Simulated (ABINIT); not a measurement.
An input for ABINIT 10.8.3 (RbBH4 (F-43m)):

```
acell 3*1.0 Angstrom
rprim 
  -0.000000000000 3.453240220000 3.453240220000
  3.453240220000 -0.000000000000 3.453240220000
  3.453240220000 3.453240220000 -0.000000000000
ntypat 3
znucl 37 5 1
natom 6
typat 1 2 3 3 3 3
xred 
  0.000000000000 0.000000000000 0.000000000000
  0.500000000000 0.500000000000 0.500000000000
  0.602415200000 0.602415200000 0.602415200000
  0.192754400000 0.602415200000 0.602415200000
  0.602415200000 0.602415200000 0.192754400000
  0.602415200000 0.192754400000 0.602415200000
pp_dirpath "pseudos"
pseudos "Rb.upf, B.upf, H.upf"
ecut 34
iscf -2
irdden 1
kptopt 0
nkpt 50
kpt 
  0.00000000 0.00000000 0.00000000
  -0.06250000 -0.06250000 0.00000000
  -0.12500000 -0.12500000 0.00000000
  -0.18750000 -0.18750000 0.00000000
  -0.25000000 -0.25000000 0.00000000
  -0.31250000 -0.31250000 0.00000000
  -0.37500000 -0.37500000 0.00000000
  -0.43750000 -0.43750000 0.00000000
  -0.50000000 -0.50000000 0.00000000
  -0.48437500 -0.48437500 0.03125000
  -0.46875000 -0.46875000 0.06250000
  -0.45312500 -0.45312500 0.09375000
  -0.43750000 -0.43750000 0.12500000
  -0.42187500 -0.42187500 0.15625000
  -0.40625000 -0.40625000 0.18750000
  -0.39062500 -0.39062500 0.21875000
  -0.37500000 -0.37500000 0.25000000
  -0.37500000 0.00000000 0.37500000
  -0.32812500 0.00000000 0.32812500
  -0.28125000 0.00000000 0.28125000
  -0.23437500 0.00000000 0.23437500
  -0.18750000 0.00000000 0.18750000
  -0.14062500 0.00000000 0.14062500
  -0.09375000 0.00000000 0.09375000
  -0.04687500 0.00000000 0.04687500
  0.00000000 0.00000000 0.00000000
  0.00000000 0.00000000 0.06250000
  0.00000000 0.00000000 0.12500000
  0.00000000 0.00000000 0.18750000
  0.00000000 0.00000000 0.25000000
  0.00000000 0.00000000 0.31250000
  0.00000000 0.00000000 0.37500000
  0.00000000 0.00000000 0.43750000
  -0.00000000 0.00000000 0.50000000
  -0.06250000 -0.03125000 0.46875000
  -0.12500000 -0.06250000 0.43750000
  -0.18750000 -0.09375000 0.40625000
  -0.25000000 -0.12500000 0.37500000
  -0.31250000 -0.15625000 0.34375000
  -0.37500000 -0.18750000 0.31250000
  -0.43750000 -0.21875000 0.28125000
  -0.50000000 -0.25000000 0.25000000
  -0.50000000 -0.28125000 0.21875000
  -0.50000000 -0.31250000 0.18750000
  -0.50000000 -0.34375000 0.15625000
  -0.50000000 -0.37500000 0.12500000
  -0.50000000 -0.40625000 0.09375000
  -0.50000000 -0.43750000 0.06250000
  -0.50000000 -0.46875000 0.03125000
  -0.50000000 -0.50000000 0.00000000
istwfk *1
nband 15
nbdbuf 2
tolwfr 1e-08
nstep 40
prtwf 0
prtvol 0
indata_prefix "in"
outdata_prefix "out"
tmpdata_prefix "tmp"
```

```sh
OMP_NUM_THREADS=1 mpirun -n 4 abinit run.abi > log
```

How long will it take on 4 MPI ranks of Arm Neoverse N1, shared host, and how much memory?

It took 34 s; on shared hardware allow 17 s to 68 s. Peak host memory was 0.35 GiB.

[Paths, hosts, dates, memory and timing lines, banners, echoed tables and standing remarks are left out of the program output.]

[Logs are printed without paths, hosts, clocks, repeated set-up lines and the standing remarks that a program may print on its own settings, such as how far it seeks lower states.]

[Runs of the session that timed out or met a known fault of the program may be left out.]

[Hosts, paths, dates, database ids (printed as entryN), source tags and the programs' standing remarks are cut or masked in the printed files.]

[G0W0 gaps are taken among the corrected bands and points alone; a level outside them can change the order at an edge.]

[Where Ansatz stands beside ABINIT at settings called matched, ABINIT's density can come from a denser mesh and the files from another edition; pairs whose starting gaps differed by over 0.03 eV were left out, so agreement reads better than it is.]
